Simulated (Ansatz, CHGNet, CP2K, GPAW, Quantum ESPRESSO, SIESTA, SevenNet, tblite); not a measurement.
# Glassy 76SiO2-24MgO (mol %) (94 atoms): one structure in several programs

Aim: run glassy 76SiO2-24MgO (mol %) (94 atoms) in several programs and set results and cost side by side. A plane-wave run serves as the reference.

Method: Kohn-Sham DFT, PBE, PAW, plane waves, in Ansatz 0.2.0.

### 1. The structure

The cell holds 94 atoms: 26 Si, 8 Mg and 60 O. Cell: a = 10.793 Å, b = 10.793 Å, c = 10.793 Å, α = 90.0°, β = 90.0°, γ = 90.0°. 94 atoms (26 Si, 8 Mg, 60 O) placed at random at 2.34 g/cm³, melted at 4000 K for 10 ps at fixed volume with the Morse and Coulomb pair potential with partial charges (Pedone, Malavasi, Menziani, Cormack and Segre, J. Phys. Chem. B 110, 11780 (2006)). Quenched from 4000 K to 300 K at 50 K/ps and fixed volume, held 10 ps at zero pressure. Then every atom was moved at random, 0.05 Å r.m.s. a Cartesian component.

### 2. The reference run

The PAW files are the set soft_2.

The input, input.yaml:

```yaml
crystal:
  lattice:
    - [10.79285, 0.0, 0.0]
    - [0.0, 10.79285, 0.0]
    - [0.0, 0.0, 10.79285]
  atoms:
    - { symbol: Si, position: [0.38739, 0.31806, 0.76144] }
    - { symbol: Si, position: [0.19643, 0.45894, 0.92096] }
    - { symbol: Si, position: [0.17301, 0.11526, 0.77764] }
    - { symbol: Si, position: [0.11345, 0.99577, 0.27881] }
    [... 84 atom lines left out ...]
    - { symbol: O, position: [0.71272, 0.33024, 0.61353] }
    - { symbol: O, position: [0.93861, 0.28291, 0.17696] }
    - { symbol: O, position: [0.1459, 0.99076, 0.6878] }
    - { symbol: O, position: [0.02664, 0.17536, 0.7977] }
    - { symbol: O, position: [0.15107, 0.67596, 0.25526] }
    - { symbol: O, position: [0.54463, 0.69248, 0.69299] }
kpoints:
  mp_grid: { grid: [1, 1, 1] }
hamiltonian:
  xc: pbe
scf:
  occupations: { method: fermi_dirac, width: 0.05 }
output:
  forces: true
  eigenvalues: true
  populations: true
  stress: true
```

Launch:

```sh
> ansatz run input.yaml --threads 8 --pin off --max-ram 15872MiB --backend cpu --events-out ev --progress --plain --runs-dir out
```

Numbers of over 12 decimals in the logs are rounded to 6 here.

The program printed:

```text
[...]
Pseudopotentials: kind: paw
Pseudopotential: Si, paw, valence charge 4, recommended cutoff 420 eV (normal), Si.paw.azcp
Pseudopotential: Mg, paw, valence charge 10, recommended cutoff 420 eV (normal), Mg.paw.azcp
Pseudopotential: O, paw, valence charge 6, recommended cutoff 420 eV (normal), O.paw.azcp
[... 5 lines on functional and potentials left out ...]
Crystal: 94 atoms, lattice volume = 1257.212 Å³
Basis set: ecut = 420 eV, 24573 PW (Γ), exchange–correlation on 150×150×150 points (8 copies of the dense FFT grid, shifted against one another)
Bands: 366, of which v1, the nominal top of the filled ones, is band 272 counted from 1 (271 counted from 0)
Symmetry: 1 space group operations
Space group: P1 (ITA 1), of the structure as read, at distance tolerance 1.1e-4 Å
k-points: 1
[... 7 lines on functional and potentials left out ...]
Initial density: superposition of atomic densities (neutral atoms: chi_scale 0, normalization atom), corrected by the library's trained network
Initial wavefunctions: pseudopotential atomic-orbital guess
[...]
SCF iter   1: F=—  HF=-66050.212691 eV  |F-HF|=—  |Δ(HF+E_count)|=         —  Δρ=2.65e-3  dr2=1.17e-1  ethr=1.77e-3  ⟨swp⟩=5.0  Hψ=1576  notcnv=0  defer=84
preconditioner: auto → Resta (q_TF=auto, 2.373 Å⁻¹)  ε∞=3.1  [insulator: Δε(μ)=2.144 eV  Ē_g=15.750 eV  σ=0.050 eV  W_gap=1.00  n_scr=256 (ndim 8)  ℏωp=22.9 eV  f_vac=0.153  D(μ)=0.00/eV (n_scr^D=0)  ε∞_Penn≈3.1]
[...]
SCF iter   8: F=—  HF=-66050.201547 eV  |F-HF|=—  |Δ(HF+E_count)|=   2.71e-6  Δρ=8.27e-6  dr2=7.57e-7  ethr=6.09e-10  ⟨swp⟩=2.0  Hψ=494  notcnv=0  defer=88
SCF iter   9: F=-66050.201547 eV  HF=-66050.201547 eV  |F-HF|=8.03e-8  |Δ(HF+E_count)|=   2.22e-7  Δρ=2.59e-6  dr2=9.60e-8  ethr=1.84e-11  ⟨swp⟩=18.0  Hψ=2545  notcnv=0
SCF 1 converged in 9 iterations: F = -66050.201547 eV  dr2 = 9.60e-8
[...]
SCF converged after 9 iterations
Free energy (F): -66050.201547 eV
Harris-Foulkes:  -66050.201547 eV  (|F-HF|=8.03e-8)
Internal energy: -66050.201547 eV  (E = F + TS)
E sigma→0 (E₀):  -66050.201547 eV
Entropy (-TS):   -0.000000 eV (-0.000 meV/atom)
Fermi energy:    5.770834 eV
--- Per-component energies (eV) ---
[...]
Σ components = -66050.201547   (vs F -66050.201547, Δ=0.00e0)
--- Forces (eV/Å), atoms counted from 1 ---
  atom   1  Si    -0.29063405     1.41060569    -1.65999120
  atom   2  Si    -4.68825475    -1.32246355     0.44260916
  atom   3  Si    -4.18645407    -0.04784344     0.00495941
  atom   4  Si    -1.80249062    -1.58373376     3.40926441
[...]
atom  94  O     -3.66194033     2.60958189    -5.05437424
  max |Σ_I F_I| component: 2.65e-4 eV/Å
--- Stress (GPa, compression-positive) ---
        2.938911       2.446147       1.633866
        2.446145       5.891865      -1.386886
        1.633867      -1.386885       7.810741
  P = ⅓ Tr σ = 5.5472 GPa (55.472 kbar)
--- Band table (eV) ---
  k-point 0: bands = ["-71.6478", "-70.5222", "-70.4409", "-70.3822", [... 350 levels ...], "13.5616", "13.6083", "13.6429", "13.7519", "13.7751", "13.8065", "13.8244", "13.8740", "13.9199", "13.9463", "13.9981", "14.0941"]
--- Löwdin populations: 94 sites ---
  site symbol       q [e]
     0     Si      2.2612
     1     Si      2.2150
     2     Si      2.2343
[...]
93      O      6.9732
  spilling = 0.012232 (of n_electrons = 544.000000)
```

Wall time 11 s (8 threads of Arm Neoverse V1, shared host); peak memory 1.6 GiB.

Numbers from this run:

* free energy: -66050.2015 eV
* free energy per atom: -702.6617 eV/atom
* SCF cycles: 9
* pressure: 5.547 GPa
* r.m.s. force component: 2.761 eV/Å
* longest force: 15.49 eV/Å
* Fermi energy: 5.771 eV
* gap (highest filled to lowest empty level): 1.886 eV
* spilling of the projection: 0.01223

Neighbours are counted within 2.16 Å (O-Si), 2.52 Å (O-Mg).

Length of the force by element and coordination:

| element | coordination | atoms | mean length of the force (eV/Å) | spread | least | most |
| --- | --- | --- | --- | --- | --- | --- |
| Mg | all | 8 | 1.95 | 0.936 | 0.688 | 3.45 |
| Mg | 3 | 3 | 2.28 | 0.673 | 1.33 | 2.84 |
| Mg | 4 | 5 | 1.75 | 1.01 | 0.688 | 3.45 |
| O | all | 60 | 3.54 | 2.20 | 0.711 | 13.2 |
| O | 2 | 47 | 3.66 | 2.37 | 0.711 | 13.2 |
| O | 3 | 13 | 3.14 | 1.37 | 1.50 | 5.47 |
| Si | all | 26 | 5.70 | 2.92 | 0.977 | 15.5 |

Löwdin charges by element and coordination (they lack the spilled electrons, 0.071 e an atom on average):

| element | coordination | atoms | mean charge (e) | spread | least | most |
| --- | --- | --- | --- | --- | --- | --- |
| Mg | all | 8 | 1.64 | 0.0223 | 1.61 | 1.69 |
| Mg | 3 | 3 | 1.66 | 0.0222 | 1.63 | 1.69 |
| Mg | 4 | 5 | 1.63 | 0.0139 | 1.61 | 1.65 |
| O | all | 60 | -0.866 | 0.111 | -1.11 | -0.754 |
| O | 2 | 47 | -0.838 | 0.09 | -1.08 | -0.754 |
| O | 3 | 13 | -0.967 | 0.118 | -1.11 | -0.820 |
| Si | all | 26 | 1.75 | 0.043 | 1.60 | 1.82 |

The levels nearest the highest filled one (over half full), pooled over k-points and spins:

| level less the highest filled one (eV) | occupation |
| --- | --- |
| -1.13 | 2 |
| -1.08 | 2 |
| -0.936 | 2 |
| -0.902 | 2 |
| -0.856 | 2 |
| 0 | 2 |
| 1.89 | 0 |
| 2.96 | 0 |
| 3.22 | 0 |
| 3.46 | 0 |
| 3.66 | 0 |
| 3.75 | 0 |

### 3. Local order

Density 2.49 g/cm³, 13.37 Å³ an atom.

Pair distribution functions g(r), in bins of 0.2 Å:

| r (Å) | total | O-O | O-Si | O-Mg | Si-Si | Si-Mg | Mg-Mg |
| --- | --- | --- | --- | --- | --- | --- | --- |
| 1.30 | 0.06 | 0.00 | 0.17 | 0.00 | 0.00 | 0.00 | 0.00 |
| 1.50 | 1.76 | 0.00 | 4.99 | 0.00 | 0.00 | 0.00 | 0.00 |
| 1.70 | 2.67 | 0.00 | 7.34 | 0.68 | 0.00 | 0.00 | 0.00 |
| 1.90 | 0.38 | 0.00 | 0.19 | 2.85 | 0.00 | 0.00 | 0.00 |
| 2.10 | 0.33 | 0.00 | 0.00 | 3.08 | 0.00 | 0.00 | 0.00 |
| 2.30 | 0.15 | 0.15 | 0.00 | 0.81 | 0.00 | 0.00 | 0.00 |
| 2.50 | 1.05 | 2.59 | 0.00 | 0.00 | 0.00 | 0.00 | 0.00 |
| 2.70 | 1.21 | 2.87 | 0.00 | 0.15 | 0.19 | 0.32 | 0.00 |
| 2.90 | 0.83 | 1.39 | 0.14 | 0.50 | 1.94 | 0.00 | 1.76 |
| 3.10 | 0.80 | 0.52 | 0.33 | 0.43 | 3.19 | 3.05 | 4.80 |
| 3.30 | 0.78 | 0.58 | 0.50 | 1.15 | 1.39 | 2.42 | 2.88 |
| 3.50 | 0.92 | 1.00 | 0.97 | 0.60 | 0.13 | 1.77 | 1.33 |
| 3.70 | 1.12 | 0.82 | 1.65 | 1.37 | 0.32 | 0.70 | 0.00 |
| 3.90 | 1.17 | 0.58 | 1.98 | 1.51 | 0.29 | 0.94 | 0.00 |
| 4.10 | 1.17 | 0.83 | 1.68 | 1.11 | 1.05 | 0.86 | 0.90 |
| 4.30 | 1.11 | 0.81 | 1.40 | 1.48 | 1.19 | 0.90 | 0.00 |
| 4.50 | 1.16 | 1.07 | 1.06 | 1.59 | 1.54 | 0.94 | 2.29 |
| 4.70 | 1.02 | 1.23 | 0.75 | 1.17 | 0.93 | 1.20 | 0.71 |
| 4.90 | 1.00 | 1.23 | 0.63 | 0.92 | 1.35 | 1.29 | 1.29 |
| 5.10 | 1.06 | 1.30 | 0.76 | 0.88 | 1.60 | 0.84 | 0.59 |
| 5.30 | 0.92 | 1.03 | 0.87 | 0.71 | 0.89 | 0.94 | 0.54 |

Bonds by pair of elements; cutoffs follow the first minimum of g(r), held within bounds set by covalent radii, and pairs that aren't listed don't count as bonded:

| pair A-B | cutoff (Å) | bonds | mean length (Å) | spread (Å) | shortest (Å) | B about A | A about B |
| --- | --- | --- | --- | --- | --- | --- | --- |
| O-Si | 2.16 | 104 | 1.63 | 0.082 | 1.39 | 1.73 | 4 |
| O-Mg | 2.52 | 29 | 2.04 | 0.152 | 1.73 | 0.483 | 3.62 |

How many atoms have how many bonded neighbours:

| element | mean | 2 | 3 | 4 |
| --- | --- | --- | --- | --- |
| Mg | 3.62 | 0 | 3 | 5 |
| O | 2.22 | 47 | 13 | 0 |
| Si | 4 | 0 | 0 | 26 |

Oxygen atoms by the number of network formers (Si, P, Ge, B, Al, As, Ga) bound to them:

| network formers bound to O | O atoms | per cent |
| --- | --- | --- |
| 0 | 0 | 0 |
| 1 | 16 | 26.7 |
| 2 | 44 | 73.3 |

Network units: each former by its oxygen neighbours and how many of them bridge to another former:

| former | O neighbours | bridging O | atoms |
| --- | --- | --- | --- |
| Si | 4 | 1 | 1 |
| Si | 4 | 3 | 13 |
| Si | 4 | 4 | 12 |

Rings of the network by King's shortest-path rule, up to 12 atoms, one path for each pair of neighbours; H, halogens, alkali and alkaline-earth atoms are left out, and the last column divides by all other atoms, bonded or not:

| ring size (atoms) | rings | per network atom |
| --- | --- | --- |
| 8 | 4 | 0.047 |
| 10 | 4 | 0.047 |
| 12 | 8 | 0.093 |

### 4. What was run beside it

The programs:
- CHGNet: machine-learned potential, published weights.
- CP2K 2026.2: Gaussian basis with GTH pseudopotentials and a plane-wave density; labels give functional, basis (MOLOPT sets; SR short-range, UZH the newer set with its own potentials), grid cutoff/relative cutoff and solver (OT: orbital transformation; TRS4, TC2, SIGN: linear-scaling purification with its sparsity filter), or its built-in tight binding.
- GPAW 26.7.0: PAW with atomic orbitals (LCAO), plane waves or a real-space grid of spacing h.
- Quantum ESPRESSO 7.5: plane waves; labels (QE) give functional, pseudopotential set and cutoffs of waves/density.
- SIESTA 5.4.2: numerical atomic orbitals, whose automatically made sets are far from complete, with PseudoDojo norm-conserving potentials that we converted to its format (checked against plane waves on the same files for H, C, O, Si, Ge and Ca alone); labels give functional, basis size, energy shift and mesh cutoff.
- SevenNet: machine-learned potential, published weights.
- tblite 0.8.0: extended tight binding, driven from Python.

All use the same cell and atoms; the electronic-structure runs use the same k-mesh, and an electronic temperature of 580 K (0.05 eV) where levels are smeared.

Differences are against the plane-wave reference, forces as r.m.s. over components; share is that over the reference's r.m.s. force, slope the least-squares factor from reference forces to these. Total energies of different programs have different zeros and aren't compared.

| run | Δ force, r.m.s. (meV/Å) | share (%) | slope | Δ pressure (GPa) | Δ gap (eV) | cores | CPU time | memory (GiB) |
| --- | --- | --- | --- | --- | --- | --- | --- | --- |
| reference | - | - | - | - | - | 8 | 81 s | 1.6 |
| CHGNet 0.3.0 potential | 193 | 6.98 | 0.996 | 0.290 | - | 1 | 4.5 s | 1.2 |
| CHGNet r2SCAN potential | 305 | 11.0 | 0.939 | -4.27 | - | 1 | 4.1 s | 1.2 |
| CP2K GFN1-xTB, OT DIIS | 718 | 26.0 | 0.932 | -2.76 | - | 1 | 6.7 s | 0.43 |
| CP2K PBE, DZVP-MOLOPT-SR, 1200/60 Ry, OT DIIS | 195 | 7.06 | 0.998 | 0.405 | -0.230 | 4 | 15 min | 5.9 |
| CP2K PBE, DZVP-MOLOPT-SR, 1200/60 Ry, TRS4 filter 1e-04, SCF 1e-05 (coarse) | 279 | 10.1 | 1.008 | 0.655 | - | 4 | 3.9 min | 5.9 |
| CP2K PBE, DZVP-MOLOPT-SR, 1200/60 Ry, TRS4 filter 1e-07, SCF 1e-07 | 191 | 6.91 | 0.997 | 0.390 | - | 4 | 6.2 min | 6.0 |
| CP2K PBE, SZV-MOLOPT-SR, 1200/60 Ry, OT DIIS (coarse) | 1138 | 41.2 | 1.236 | 21.4 | -1.59 | 2 | 11 min | 4.0 |
| GPAW PBE, LCAO dzp, h 0.18 Å | 403 | 14.6 | 1.093 | - | -0.191 | 1 | 3.4 min | 1.7 |
| GPAW PBE, LCAO sz(dzp), h 0.18 Å (coarse) | 1123 | 40.7 | 1.171 | - | -0.851 | 1 | 63 s | 1.3 |
| GPAW PBE, LCAO szp(dzp), h 0.18 Å (coarse) | 412 | 14.9 | 1.087 | - | -0.503 | 1 | 2.3 min | 1.6 |
| QE PBE, sssp-1.3.0-efficiency, 60/480 Ry | 63.8 | 2.31 | 1.020 | 0.245 | -0.0135 | 4 | 13 min | 4.2 |
| SIESTA PBE, DZ, shift 0.01 Ry, mesh 500 Ry (coarse) | 1008 | 36.5 | 1.203 | 13.1 | -0.863 | 2 | 2.5 min | 1.4 |
| SIESTA PBE, DZP, shift 0.01 Ry, mesh 500 Ry | 242 | 8.76 | 1.046 | 2.27 | -0.214 | 2 | 5.3 min | 2.1 |
| SIESTA PBE, SZ, shift 0.01 Ry, mesh 500 Ry (coarse) | 1214 | 44.0 | 1.252 | 17.5 | - | 1 | 2.8 min | 0.93 |
| SIESTA PBE, SZ, shift 0.02 Ry, mesh 500 Ry (coarse) | 1067 | 38.7 | 1.255 | 9.81 | - | 1 | 2.6 min | 0.82 |
| SevenNet l3i5 potential | 100 | 3.62 | 0.992 | -0.0447 | - | 1 | 11 s | 1.6 |
| tblite GFN1-xTB | 628 | 22.8 | 0.908 | 4.60 | - | 1 | 5.4 s | 0.13 |

Rows marked coarse were listed beforehand as settings not expected to be converged; some can still land near the reference.

Times of the machine-learned potentials are mostly Python's start and the loading of weights.

CPU time is summed over cores on a shared host, where runs went side by side, so it is rough. Symmetry, cutoffs, thresholds, outputs and thread counts weren't matched or tuned between programs; memory under MPI is the largest rank's times the ranks.

Mean charges by element (e), by run and scheme:

| run | scheme | Si | Mg | O |
| --- | --- | --- | --- | --- |
| reference | Löwdin | +1.75 | +1.64 | -0.87 |
| CP2K GFN1-xTB, OT DIIS | Mulliken | +0.94 | +0.89 | -0.53 |
| CP2K PBE, DZVP-MOLOPT-SR, 1200/60 Ry, OT DIIS | Mulliken | +0.84 | +1.36 | -0.54 |
| CP2K PBE, DZVP-MOLOPT-SR, 1200/60 Ry, OT DIIS | Hirshfeld | +0.52 | +0.60 | -0.31 |
| CP2K PBE, DZVP-MOLOPT-SR, 1200/60 Ry, TRS4 filter 1e-07, SCF 1e-07 | Mulliken | +0.84 | +1.36 | -0.54 |
| SIESTA PBE, DZP, shift 0.01 Ry, mesh 500 Ry | Hirshfeld | +0.41 | +0.53 | -0.25 |
| tblite GFN1-xTB | Mulliken | +0.47 | +0.76 | -0.31 |

The reference's Löwdin charges lack the electrons that the projection spills, 0.071 e an atom on average.

Within one program, basis, potentials and functional, energies share a zero. Each run against its twin at the usual cutoff or grid and solver:

| run | twin | Δ energy (meV/atom) | Δ force, r.m.s. (meV/Å) | CPU time over the twin's |
| --- | --- | --- | --- | --- |
| CP2K PBE, DZVP-MOLOPT-SR, 1200/60 Ry, TRS4 filter 1e-04, SCF 1e-05 | DZVP-MOLOPT-SR, 1200/60 Ry, OT DIIS | 3.61 | 134 | 0.26 |
| CP2K PBE, DZVP-MOLOPT-SR, 1200/60 Ry, TRS4 filter 1e-07, SCF 1e-07 | DZVP-MOLOPT-SR, 1200/60 Ry, OT DIIS | 0.0133 | 14.7 | 0.43 |

### 5. What came out

| Property | Result |
| --- | --- |
| reference r.m.s. force component | 2.76 eV/Å |
| nearest in forces | QE PBE, sssp-1.3.0-efficiency, 60/480 Ry, 2.3 % |
| farthest in forces | SIESTA PBE, SZ, shift 0.01 Ry, mesh 500 Ry (coarse), 44 % |
| cheapest electronic-structure run beside the reference | tblite GFN1-xTB, 5.4 s of CPU time |

**Reading.** PBE on plane waves or a grid with other potentials, cutoffs or grids, coarse settings apart, differs from the reference by 2.3 % (QE PBE, sssp-1.3.0-efficiency, 60/480 Ry) of the r.m.s. force; this holds the reference's own error, so differences of a few per cent don't tell which side is nearer the exact PBE result (QE's 60 Ry are 816 eV, against the reference's 420 eV). The PBE runs in local orbitals, coarse settings apart, differ by 6.9 % (CP2K PBE, DZVP-MOLOPT-SR, 1200/60 Ry, TRS4 filter 1e-07, SCF 1e-07) to 15 % (GPAW PBE, LCAO dzp, h 0.18 Å); basis, grid and potentials can all enter. Tight binding differs by 23 % (tblite GFN1-xTB) to 26 % (CP2K GFN1-xTB, OT DIIS); it is another model, with fitted parameters of its own, and the xTB methods hold dispersion. Machine-learned potentials differ by 3.6 % (SevenNet l3i5 potential) to 11 % (CHGNet r2SCAN potential); they were trained on other programs' data, some at another functional. Runs with settings chosen to be coarse differ by 10 % (CP2K PBE, DZVP-MOLOPT-SR, 1200/60 Ry, TRS4 filter 1e-04, SCF 1e-05) to 44 % (SIESTA PBE, SZ, shift 0.01 Ry, mesh 500 Ry), their programs' other errors included. Of the electronic-structure runs that take under half the reference's CPU time, tblite GFN1-xTB comes nearest, at 23 % in 5.4 s against 81 s; its pressure misses by +4.6 GPa. SIESTA PBE, SZ, shift 0.02 Ry, mesh 500 Ry stiffens the forces by a factor of 1.26 while following their directions (correlation 0.974); the slopes of the 4 SIESTA runs lie between 1.05 and 1.26. At the same functional, gaps differ from the reference's 1.89 eV by between -1.59 and -0.01 eV. In pressure, CP2K PBE, SZV-MOLOPT-SR, 1200/60 Ry, OT DIIS misses by +21.4 GPa, at the same functional. Charges hang on model, scheme and program or settings: among these rows the mean for Si runs from +0.41 to +1.75 e. With TRS4, tightening the sparsity filter from 1e-04 to 1e-07, and the SCF threshold with it, takes the force difference from the cubic solver from 134 to 15 meV/Å, and the CPU time from 0.26 to 0.43 times the cubic solver's. In the reference: filled and empty levels are parted by 1.89 eV (at Γ alone); a semilocal functional tends to put such gaps too low. In a disordered cell it changes from sample to sample, and tail or defect levels can set it. In the reference: mean Löwdin charges: Mg +1.64, O -0.87, Si +1.75 e (they miss 1.2 % of the electrons, so they add up to more than the cell's charge). Periodic xTB results under one method name differ between programs and library versions. Forces of 2.8 eV/Å r.m.s. are well above thermal ones: they come largely from the bond lengths of the classical model and from the random displacements, and they dominate the comparison. The potentials hold different valence shells: 544 electrons in the reference, 480 in Quantum ESPRESSO with SSSP; this bears on time and differences. Machine-learned potentials mimic data converged in k, so the reference's own k-point error enters their differences. The quench rate of 50 K/ps is many orders above laboratory rates, so the cell is likely richer in defects and strain than a real sample. The network of bonds at the start is that of the classical potential that made the cell, and needn't be the one that DFT or experiment would give. The reference's stress is far from hydrostatic: its diagonal is 2.9, 5.9, 7.8 GPa, compression counted positive. The electronic-structure runs sample only Γ, in a cell whose shortest periodic width is 11 Å.

[Also dropped from logs without a mark: logging warnings of Python, and SIESTA's first energy breakdown and zero terms.]

[Logs are printed without paths, hosts, clocks, repeated set-up lines and the standing remarks that a program may print on its own settings, such as how far it seeks lower states.]

[Hosts, paths, dates, database ids (printed as entryN), source tags and the programs' standing remarks are cut or masked in the printed files.]
